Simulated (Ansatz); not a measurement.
# How fast states decay through YLuCl6

A new crystal, YLuCl6: structure, gap and complex bands. It is built by putting Y for part of the Lu in the LuCl3 structure of space group P6_3/mmc, with the volume rescaled by atomic radii. The parent structure comes from the Materials Project.

Main program and level: Ansatz 0.2.0; r2SCAN DFT, plane waves, PAW files, in the first sound run; inputs show where later runs differ.

The structure was built from a prototype and need not be the compound's stable phase.

## Step 1: Starting point

The structure is hexagonal, space group P-6m2 (No. 187). Conventional cell: a = 9.485 Å, b = 9.485 Å, c = 3.480 Å, α = 90.00°, β = 90.00°, γ = 120.00°. Nearest to Y lie 6 Cl at 2.60 Å. Lu has 6 Cl at 2.60 Å nearest. Cl has 2 Y at 2.60 Å nearest. Nearest to Cl lie 2 Lu at 2.60 Å. It derives from LuCl3. Y for part of the Lu in the LuCl3 structure of space group P6_3/mmc. Farther neighbours and most contacts between anions are not listed.

Coordinates:

```
Y Lu Cl
1.0
     9.48459    0.00000    0.00000
    -4.74229    8.21389    0.00000
     0.00000    0.00000    3.48015
Y Lu Cl
1 1 6
Direct
  0.66667 0.33333 0.25000
  0.33333 0.66667 0.75000
  0.78410 0.21590 0.75000
  0.43180 0.21590 0.75000
  0.78410 0.56820 0.75000
  0.21590 0.78410 0.25000
  0.56820 0.78410 0.25000
  0.21590 0.43180 0.25000
```

## Step 2: Cell and atoms at rest

The substituted atoms don't fit the parent's cell, so cell and atoms relax together. A small smearing keeps the run stable in case the gap closes on the way.

The input, input.yaml:

```yaml
crystal:
  lattice:
    - [9.484588166, 0.0, 0.0]
    - [-4.742294083, 8.2138942962, 0.0]
    - [0.0, 0.0, 3.4801548455]
  atoms:
    - { symbol: "Y", position: [0.6666666667, 0.3333333333, 0.25] }
    - { symbol: Lu, position: [0.3333333333, 0.6666666667, 0.75] }
    - { symbol: Cl, position: [0.78409922, 0.21590078, 0.75] }
    - { symbol: Cl, position: [0.43180156, 0.21590078, 0.75] }
    - { symbol: Cl, position: [0.78409922, 0.56819844, 0.75] }
    - { symbol: Cl, position: [0.21590078, 0.78409922, 0.25] }
    - { symbol: Cl, position: [0.56819844, 0.78409922, 0.25] }
    - { symbol: Cl, position: [0.21590078, 0.43180156, 0.25] }
kpoints:
  mp_grid: { grid: [4, 4, 6] }
scf:
  occupations: { method: gaussian, width: 0.03 }
hamiltonian:
  xc: r2scan
output:
  forces: true
  stress: true
relax:
  f_tol: 0.02
  max_steps: 60
  cell: {}
```

Started as:

```bash
> ansatz run input.yaml --threads 2 --pin off --max-ram 4096MiB --backend cpu --events-out ev --progress --plain --runs-dir out
```

Numbers of over 12 decimals in the logs are rounded to 6 here.

Log:

```text
Engine: ansatz 0.2.0, x86_64-unknown-linux-gnu
Pseudopotentials: kind: paw
Pseudopotential: Y, paw, valence charge 11, recommended cutoff 500 eV (meta_gga), Y.paw.azcp
Pseudopotential: Lu, paw, valence charge 25, recommended cutoff 500 eV (meta_gga), Lu.paw.azcp
Pseudopotential: Cl, paw, valence charge 7, recommended cutoff 500 eV (meta_gga), Cl.paw.azcp
Functional definition: r2SCAN
  parameter k0 = 0.174
  parameter k1 = 0.065
  parameter a1 = 4.9479
  exchange = r2scan_x(k0 = k0, k1 = k1, a1 = a1)
  correlation = r2scan_c
Crystal: 8 atoms, lattice volume = 271.123 Å³
Basis set: ecut = 500 eV, 6961 PW (Γ), exchange–correlation on 288×288×108 points (64 copies of the dense FFT grid, shifted against one another)
Bands: 47, of which v1, the nominal top of the filled ones, is band 39 counted from 1 (38 counted from 0)
Symmetry: 12 space group operations
Space group: P-6m2 (ITA 187), of the structure as read, at distance tolerance 6.5e-5 Å
k-points: 16 of 96 (time reversal used)
Non-local potential: Y, projectors of the file, l = 0: 3, l = 1: 2, l = 2: 2, l = 3: 1
Non-local potential: Lu, projectors of the file, l = 0: 3, l = 1: 2, l = 2: 2, l = 3: 3
Non-local potential: Cl, projectors of the file, l = 0: 2, l = 1: 2, l = 2: 2
PAW form: soft (Blöchl's): semilocal exchange-correlation on the pseudo side does not see the compensation charge
PAW frozen core: Y, regenerated for the run's functional (the file was generated under x = pbe(κ = 0.804, μ = 0.219515), c = pbe(β = 0.066725))
PAW frozen core: Lu, regenerated for the run's functional (the file was generated under x = pbe(κ = 0.804, μ = 0.219515), c = pbe(β = 0.066725))
PAW frozen core: Cl, regenerated for the run's functional (the file was generated under x = pbe(κ = 0.804, μ = 0.219515), c = pbe(β = 0.066725))
PAW one-centre angular grid: Y, 590 points (default); XC on 160 Gauss nodes
PAW one-centre angular grid: Lu, 974 points (default); XC on 160 Gauss nodes
PAW one-centre angular grid: Cl, 302 points (default); XC on 160 Gauss nodes
Initial density: superposition of atomic densities (neutral atoms: chi_scale 0, normalization atom), corrected by the library's trained network
Initial wavefunctions: pseudopotential atomic-orbital guess
Functional: x = r2scan, c = r2scan; τ floored in thin density (d = 2e-4 eV/Å³)
SCF iter   1: F=—  HF=-25124.389650 eV  |F-HF|=—  |Δ(HF+E_count)|=         —  Δρ=5.29e-3  dr2=7.22e-2  dr2_τ=6.06e-2  ethr=1.77e-3  ⟨swp⟩=6.8  Hψ=2885  notcnv=0  defer=2
preconditioner: auto → Resta (q_TF=auto, 2.217 Å⁻¹)  ε∞=3.3  [insulator: Δε(μ)=4.202 eV  Ē_g=12.205 eV  σ=0.030 eV  W_gap=1.00  n_scr=44 (ndim 8)  ℏωp=18.6 eV  f_vac=0.265  D(μ)=0.00/eV (n_scr^D=0)  ε∞_Penn≈3.3  vacuum switching on, ρ_ref=1.1e-2 e/Å³]
SCF iter   2: F=—  HF=-25124.475436 eV  |F-HF|=—  |Δ(HF+E_count)|=   8.58e-2  Δρ=3.31e-3  dr2=2.65e-2  dr2_τ=3.34e-3  ethr=9.25e-5  ⟨swp⟩=3.1  Hψ=1757  notcnv=0  defer=38
SCF iter   3: F=—  HF=-25124.465250 eV  |F-HF|=—  |Δ(HF+E_count)|=   1.02e-2  Δρ=2.01e-3  dr2=9.01e-3  dr2_τ=4.07e-4  ethr=3.40e-5  ⟨swp⟩=2.9  Hψ=1629  notcnv=0  defer=26
automatic band count: iteration 3 solves 46 bands in place of 47: the levels show a gap, and the empty bands left out lie too high to hold charge; the band table lists the bands solved (type scf.n_extra_bands for more)
SCF iter   4: F=—  HF=-25124.464968 eV  |F-HF|=—  |Δ(HF+E_count)|=   2.82e-4  Δρ=5.27e-4  dr2=6.77e-4  dr2_τ=5.24e-5  ethr=1.16e-5  ⟨swp⟩=2.0  Hψ=1170  notcnv=0  defer=10
automatic band count: iteration 4 solves 45 bands in place of 46: the levels show a gap, and the empty bands left out lie too high to hold charge; the band table lists the bands solved (type scf.n_extra_bands for more)
SCF iter   5: F=—  HF=-25124.465101 eV  |F-HF|=—  |Δ(HF+E_count)|=   1.33e-4  Δρ=1.13e-4  dr2=4.05e-5  dr2_τ=2.20e-6  ethr=8.68e-7  ⟨swp⟩=2.0  Hψ=1228  notcnv=0  defer=10
SCF iter   6: F=—  HF=-25124.465139 eV  |F-HF|=—  |Δ(HF+E_count)|=   3.81e-5  Δρ=2.62e-5  dr2=4.41e-6  dr2_τ=3.63e-7  ethr=5.19e-8  ⟨swp⟩=2.0  Hψ=1025  notcnv=0  defer=10
SCF iter   7: F=—  HF=-25124.465140 eV  |F-HF|=—  |Δ(HF+E_count)|=   8.02e-7  Δρ=7.48e-6  dr2=3.57e-7  dr2_τ=2.14e-8  ethr=5.66e-9  ⟨swp⟩=2.0  Hψ=1249  notcnv=0  defer=10
SCF iter   8: F=-25124.465140 eV  HF=-25124.465140 eV  |F-HF|=1.35e-8  |Δ(HF+E_count)|=   2.71e-7  Δρ=2.09e-6  dr2=1.41e-8  dr2_τ=2.41e-9  ethr=1.28e-10  ⟨swp⟩=4.7  Hψ=2636  notcnv=0
SCF 1 converged in 8 iterations: F = -25124.465140 eV  dr2 = 1.41e-8
  greatest PAW one-centre occupation: 0.996 electrons in one spin orbital (limit 2), on the Lu atom at site 1 (counted from 0), in its partial waves of l = 0
relax step   1: F+E_penalty+E_count = -25124.46514020 eV  Δ(F+E_penalty+E_count) = +0.000e0 eV  max|allowed force component| = 6.439e-1 eV/Å  Δτ_max = 0.0000 Å  P = +1.752 GPa  Ω = 271.123 Å³  (8 SCF iters, dr2 threshold 1.00e-7 eV, accepted)
Crystal: 8 atoms, lattice volume = 279.620 Å³
Basis set: ecut = 500 eV, 7153 PW (Γ), exchange–correlation on 288×288×108 points (64 copies of the dense FFT grid, shifted against one another)
Initial density: handed on by an earlier stage of this run
Initial wavefunctions: those handed on with the density
iter 1 solved again at ethr=2.59e-4 eV; its pass at ethr=3.10e-3 eV (dr2=2.02e-1 eV) is discarded
SCF iter   1: F=—  HF=-25124.553124 eV  |F-HF|=—  |Δ(HF+E_count)|=         —  Δρ=4.88e-3  dr2=2.20e-1  dr2_τ=4.65e-1  ethr=2.59e-4  ⟨swp⟩=1.1  Hψ=3539  notcnv=0
automatic band count: iteration 1 solves 44 bands in place of 47: the levels show a gap, and the empty bands left out lie too high to hold charge; the band table lists the bands solved (type scf.n_extra_bands for more)
preconditioner: auto → Resta (q_TF=auto, 2.205 Å⁻¹)  ε∞=4.2  [insulator: Δε(μ)=4.140 eV  Ē_g=9.812 eV  σ=0.030 eV  W_gap=1.00  n_scr=56 (ndim 8)  ℏωp=17.5 eV  f_vac=0.265  D(μ)=0.00/eV (n_scr^D=0)  ε∞_Penn≈4.2  vacuum switching on, ρ_ref=7.0e-3 e/Å³]
SCF iter   2: F=—  HF=-25124.471285 eV  |F-HF|=—  |Δ(HF+E_count)|=   8.18e-2  Δρ=1.98e-3  dr2=2.17e-2  dr2_τ=2.42e-3  ethr=2.59e-4  ⟨swp⟩=3.2  Hψ=1331  notcnv=0
SCF iter   3: F=—  HF=-25124.467209 eV  |F-HF|=—  |Δ(HF+E_count)|=   4.08e-3  Δρ=7.77e-4  dr2=3.34e-3  dr2_τ=9.98e-5  ethr=2.78e-5  ⟨swp⟩=2.8  Hψ=1441  notcnv=0  defer=15
SCF iter   4: F=—  HF=-25124.467264 eV  |F-HF|=—  |Δ(HF+E_count)|=   5.49e-5  Δρ=4.93e-4  dr2=5.67e-4  dr2_τ=7.64e-5  ethr=4.29e-6  ⟨swp⟩=2.2  Hψ=1347  notcnv=0  defer=16
SCF iter   5: F=—  HF=-25124.466838 eV  |F-HF|=—  |Δ(HF+E_count)|=   4.26e-4  Δρ=1.69e-4  dr2=9.59e-5  dr2_τ=7.22e-6  ethr=7.27e-7  ⟨swp⟩=2.7  Hψ=1295  notcnv=0  defer=15
[...]
Crystal: 8 atoms, lattice volume = 278.266 Å³
iter 1 solved again at ethr=2.99e-5 eV; its pass at ethr=3.10e-3 eV (dr2=2.33e-2 eV) is discarded
SCF iter   1: F=—  HF=-25124.482801 eV  |F-HF|=—  |Δ(HF+E_count)|=         —  Δρ=2.20e-3  dr2=2.38e-2  dr2_τ=1.67e-1  ethr=2.99e-5  ⟨swp⟩=2.2  Hψ=3279  notcnv=0
automatic band count: iteration 1 solves 44 bands in place of 47: the levels show a gap, and the empty bands left out lie too high to hold charge; the band table lists the bands solved (type scf.n_extra_bands for more)
preconditioner: auto → Resta (q_TF=auto, 2.207 Å⁻¹)  ε∞=4.2  [insulator: Δε(μ)=3.977 eV  Ē_g=9.807 eV  σ=0.030 eV  W_gap=1.00  n_scr=56 (ndim 8)  ℏωp=17.5 eV  f_vac=0.262  D(μ)=0.00/eV (n_scr^D=0)  ε∞_Penn≈4.2  vacuum switching on, ρ_ref=7.0e-3 e/Å³]
SCF iter   2: F=—  HF=-25124.540961 eV  |F-HF|=—  |Δ(HF+E_count)|=   5.82e-2  Δρ=9.61e-4  dr2=3.58e-3  dr2_τ=2.61e-4  ethr=2.99e-5  ⟨swp⟩=3.0  Hψ=1350  notcnv=0
SCF iter   3: F=—  HF=-25124.540585 eV  |F-HF|=—  |Δ(HF+E_count)|=   3.75e-4  Δρ=3.17e-4  dr2=3.52e-4  dr2_τ=1.26e-5  ethr=4.59e-6  ⟨swp⟩=2.0  Hψ=1291  notcnv=0
SCF iter   4: F=—  HF=-25124.540610 eV  |F-HF|=—  |Δ(HF+E_count)|=   2.43e-5  Δρ=1.87e-4  dr2=1.16e-4  dr2_τ=1.06e-5  ethr=4.52e-7  ⟨swp⟩=2.0  Hψ=1298  notcnv=0
SCF iter   5: F=—  HF=-25124.540555 eV  |F-HF|=—  |Δ(HF+E_count)|=   5.47e-5  Δρ=6.24e-5  dr2=1.43e-5  dr2_τ=9.92e-7  ethr=1.48e-7  ⟨swp⟩=2.0  Hψ=1281  notcnv=0
SCF iter   6: F=—  HF=-25124.540564 eV  |F-HF|=—  |Δ(HF+E_count)|=   9.17e-6  Δρ=2.37e-5  dr2=2.74e-6  dr2_τ=1.06e-7  ethr=1.83e-8  ⟨swp⟩=2.0  Hψ=972  notcnv=0
SCF iter   7: F=-25124.540567 eV  HF=-25124.540566 eV  |F-HF|=1.72e-7  |Δ(HF+E_count)|=   2.14e-6  Δρ=5.53e-6  dr2=2.25e-7  dr2_τ=6.48e-9  ethr=1.03e-9  ⟨swp⟩=4.2  Hψ=2563  notcnv=0
SCF 3 converged in 7 iterations: F = -25124.540567 eV  dr2 = 2.25e-7
relax step   3: F+E_penalty+E_count = -25124.54056659 eV  Δ(F+E_penalty+E_count) = -7.367e-2 eV  max|allowed force component| = 1.078e-1 eV/Å  Δτ_max = 0.0661 Å  P = -0.350 GPa  Ω = 278.266 Å³  energy of the carried Pulay correction = -7.602e-4 eV  (7 SCF iters, dr2 threshold 8.00e-7 eV, accepted)
[...]
relax step   4: F+E_penalty+E_count = -25124.54518955 eV  Δ(F+E_penalty+E_count) = -4.623e-3 eV  max|allowed force component| = 7.957e-3 eV/Å  Δτ_max = 0.0075 Å  P = -0.074 GPa  Ω = 277.093 Å³  energy of the carried Pulay correction = -6.367e-4 eV  (6 SCF iters, dr2 threshold 8.00e-7 eV, accepted)
[...]
relax step   5: F+E_penalty+E_count = -25124.54480797 eV  Δ(F+E_penalty+E_count) = +3.816e-4 eV  max|allowed force component| = 5.866e-2 eV/Å  Δτ_max = 0.0089 Å  P = -0.006 GPa  Ω = 275.538 Å³  energy of the carried Pulay correction = -4.723e-4 eV  (7 SCF iters, dr2 threshold 1.84e-7 eV, rejected (line search))
[...]
relax step   6: F+E_penalty+E_count = -25124.54601000 eV  Δ(F+E_penalty+E_count) = -8.205e-4 eV  max|allowed force component| = 4.796e-4 eV/Å  Δτ_max = 0.0006 Å  P = +0.000 GPa  Ω = 276.935 Å³  energy of the carried Pulay correction = -6.201e-4 eV  (10 SCF iters, accepted)
Initial wavefunctions: pseudopotential atomic-orbital guess (no wavefunctions were taken with the density)
iter 1 solved again at ethr=1.86e-7 eV; its pass at ethr=3.10e-3 eV (dr2=1.45e-4 eV) is discarded
SCF iter   1: F=—  HF=-25124.546418 eV  |F-HF|=—  |Δ(HF+E_count)|=         —  Δρ=3.87e-5  dr2=3.04e-7  dr2_τ=2.03e-6  ethr=1.86e-7  ⟨swp⟩=4.0  Hψ=5119  notcnv=0
preconditioner: auto → Resta (q_TF=auto, 2.209 Å⁻¹)  ε∞=3.9  [insulator: Δε(μ)=4.054 eV  Ē_g=10.353 eV  σ=0.030 eV  W_gap=1.00  n_scr=44 (ndim 8)  ℏωp=17.6 eV  f_vac=0.264  D(μ)=0.00/eV (n_scr^D=0)  ε∞_Penn≈3.9  vacuum switching on, ρ_ref=7.8e-3 e/Å³]
SCF iter   2: F=—  HF=-25124.546652 eV  |F-HF|=—  |Δ(HF+E_count)|=   2.34e-4  Δρ=1.97e-5  dr2=8.00e-8  dr2_τ=2.73e-7  ethr=3.90e-10  ⟨swp⟩=3.0  Hψ=1694  notcnv=0
SCF iter   3: F=—  HF=-25124.546654 eV  |F-HF|=—  |Δ(HF+E_count)|=   1.96e-6  Δρ=4.16e-6  dr2=2.05e-8  dr2_τ=8.26e-9  ethr=1.03e-10  ⟨swp⟩=3.0  Hψ=1637  notcnv=0
SCF iter   4: F=—  HF=-25124.546654 eV  |F-HF|=—  |Δ(HF+E_count)|=   2.96e-7  Δρ=9.31e-7  dr2=1.36e-9  dr2_τ=2.94e-10  ethr=2.63e-11  ⟨swp⟩=3.0  Hψ=1446  notcnv=0
SCF iter   5: F=—  HF=-25124.546654 eV  |F-HF|=—  |Δ(HF+E_count)|=   8.61e-9  Δρ=4.07e-7  dr2=1.68e-10  dr2_τ=5.14e-11  ethr=1.74e-12  ⟨swp⟩=2.0  Hψ=1376  notcnv=0
SCF iter   6: F=-25124.546654 eV  HF=-25124.546654 eV  |F-HF|=1.60e-10  |Δ(HF+E_count)|=   3.62e-9  Δρ=7.02e-8  dr2=1.65e-11  dr2_τ=2.87e-12  ethr=1.00e-12  ⟨swp⟩=5.0  Hψ=2937  notcnv=0
SCF 7 converged in 6 iterations: F = -25124.546654 eV  dr2 = 1.65e-11
relax step   7: F+E_penalty+E_count = -25124.54665373 eV  Δ(F+E_penalty+E_count) = -6.437e-4 eV  max|allowed force component| = 4.816e-4 eV/Å  Δτ_max = 0.0000 Å  P = +0.001 GPa  Ω = 276.935 Å³  stress off target by 6.08e-3 GPa  SCF on the basis re-selected at this cell (its energy is not comparable with the rows above)  (6 SCF iters)
basis re-selected at this cell: Δ(F+E_penalty+E_count) = -6.437e-4 eV, ΔP = +0.000 GPa vs the last step (what re-selecting the basis moved, of the pressure what is left beyond the Pulay correction that the steps carried, after the strain that the cell walked since its last selection, with what the two solves' SCF thresholds leave and, on support functions, any second-order correction that the steps lacked; it is no m [...]
SCF converged after 6 iterations
Free energy (F): -25124.546654 eV
Harris-Foulkes:  -25124.546654 eV  (|F-HF|=1.60e-10)
Internal energy: -25124.546654 eV  (E = F + TS)
E sigma→0 (E₀):  -25124.546654 eV
Fermi energy:    2.332632 eV
--- Per-component energies (eV) ---
  E_band       = -709.040654
  E_kinetic    = 1686.708919
  E_local      = -14775.205541  (includes V_loc(G=0)·N_el)
  E_nonlocal   = 789.156143
  E_hartree    = 6250.016425
  E_xc         = -1008.767370
  E_vxc        = -1325.126644  (∫ρ·V_xc dr)
  E_paw        = -14223.191380  (= ΣΔE_a)
  E_vpaw       = 344.009948  (= ΣTr[D̂ρ^β])
  E_aug_tail   = 0.000237  (compensation charges beyond the density's cutoff)
  E_vtau       = 71.383364  (kinetic-family band-sum trace: ∫τ·v_τ [+ j·A + Jᵃ·Aᵃ] dr)
  E_ewald      = -3842.969215
  E_core_change = -0.294871  (= ΣΔE_core)
  E_smearing   = -0.000000  (= −TS)
  E_closure    = 0.000000  (closes the sum)
  Σ components = -25124.546654   (vs F -25124.546654, Δ=0.00e0)
--- Forces (eV/Å), atoms counted from 1 ---
  atom   1  Y      0.00000000    -0.00000000     0.00000000
  atom   2  Lu     0.00000000     0.00000000     0.00000000
  atom   3  Cl    -0.00024011     0.00013863     0.00000000
  atom   4  Cl     0.00024011     0.00013863     0.00000000
  atom   5  Cl     0.00000000    -0.00027725     0.00000000
  atom   6  Cl     0.00041705    -0.00024079     0.00000000
  atom   7  Cl    -0.00041705    -0.00024079     0.00000000
  atom   8  Cl    -0.00000000     0.00048157     0.00000000
  max |Σ_I F_I| component: 2.71e-19 eV/Å
--- Stress (GPa, compression-positive) ---
        0.004181       0.000000       0.000000
        0.000000       0.004181       0.000000
        0.000000       0.000000      -0.006077
  P = ⅓ Tr σ = 0.0008 GPa (0.008 kbar)
--- Relaxed structure (6 steps of the walk, 5 accepted, 1 SCFs on fresh bases) ---
  F+E_penalty+E_count = -25124.54665373 eV   max|allowed force component| = 4.816e-4 eV/Å   (the final SCF, on the basis selected at the relaxed cell)
  cell:  # Å, volume = 276.9355 Å³
    - [9.497892, 0.0, 0.0]
    - [-4.748946, 8.225416, 0.0]
    - [0.0, 0.0, 3.544814]
  atoms:
    - { symbol: Y, position: [0.666667, 0.333333, 0.250000] }
    - { symbol: Lu, position: [0.333333, 0.666667, 0.750000] }
    - { symbol: Cl, position: [0.786551, 0.213449, 0.750000] }
    - { symbol: Cl, position: [0.426898, 0.213449, 0.750000] }
    - { symbol: Cl, position: [0.786551, 0.573102, 0.750000] }
    - { symbol: Cl, position: [0.216325, 0.783675, 0.250000] }
    - { symbol: Cl, position: [0.567350, 0.783675, 0.250000] }
    - { symbol: Cl, position: [0.216325, 0.432650, 0.250000] }
```

Run time: 80 s. Hardware: 2 threads of Intel Xeon Platinum 8488C (Sapphire Rapids), shared host; peak memory 1.2 GiB; 2.6 min of CPU time.

Relaxation path:

```
step  energy less that of the first step (eV)  largest force component (eV/Å)  pressure (GPa)  volume (Å³)
   1                                   0.0000                          0.6439            1.75       271.12
   2                                  -0.0018                          0.6592           -1.19       279.62
   3                                  -0.0754                          0.1078           -0.35       278.27
   4                                  -0.0801                          0.0080           -0.07       277.09
   5                                  -0.0797                          0.0587           -0.01       275.54
   6                                  -0.0809                          0.0005            0.00       276.94
  7*                                  -0.0815                          0.0005            0.00       276.94
```

Relaxation steps marked * repeat the geometry before them on a plane-wave basis chosen anew for their cell, so energy and pressure can jump there. Relaxation step 5 was tried and not accepted.

Forces are held to the 12 operations that the run works with; a distortion that breaks them can't arise in this run.

```
conventional cell, symmetrised  before  after  change
                         a (Å)   9.485  9.498  +0.1 %
                         b (Å)   9.485  9.498  +0.1 %
                         c (Å)   3.480  3.545  +1.9 %
              volume (Å³/atom)   33.89  34.62  +2.1 %
```

The atoms that moved most (Å, as changes of fractional coordinates times the final cell):

```
atom      dx      dy     dz  length
 Cl3   0.035  -0.020  0.000   0.040
 Cl4  -0.035  -0.020  0.000   0.040
 Cl5   0.000   0.040  0.000   0.040
 Cl6   0.006  -0.003  0.000   0.007
 Cl7  -0.006  -0.003  0.000   0.007
 Cl8   0.000   0.007  0.000   0.007
```

This step gave:

* free energy: -25124.5467 eV
* Fermi energy: 2.333 eV
* pressure: 7.62e-4 GPa

The largest force component on a free atom ends at 4.8e-4 eV/Å.

(Continued in part 2 of 4.)

[Logs are printed without paths, hosts, clocks, repeated set-up lines and the standing remarks that a program may print on its own settings, such as how far it seeks lower states.]

[Hosts, paths, dates, database ids (printed as entryN), source tags and the programs' standing remarks are cut or masked in the printed files.]
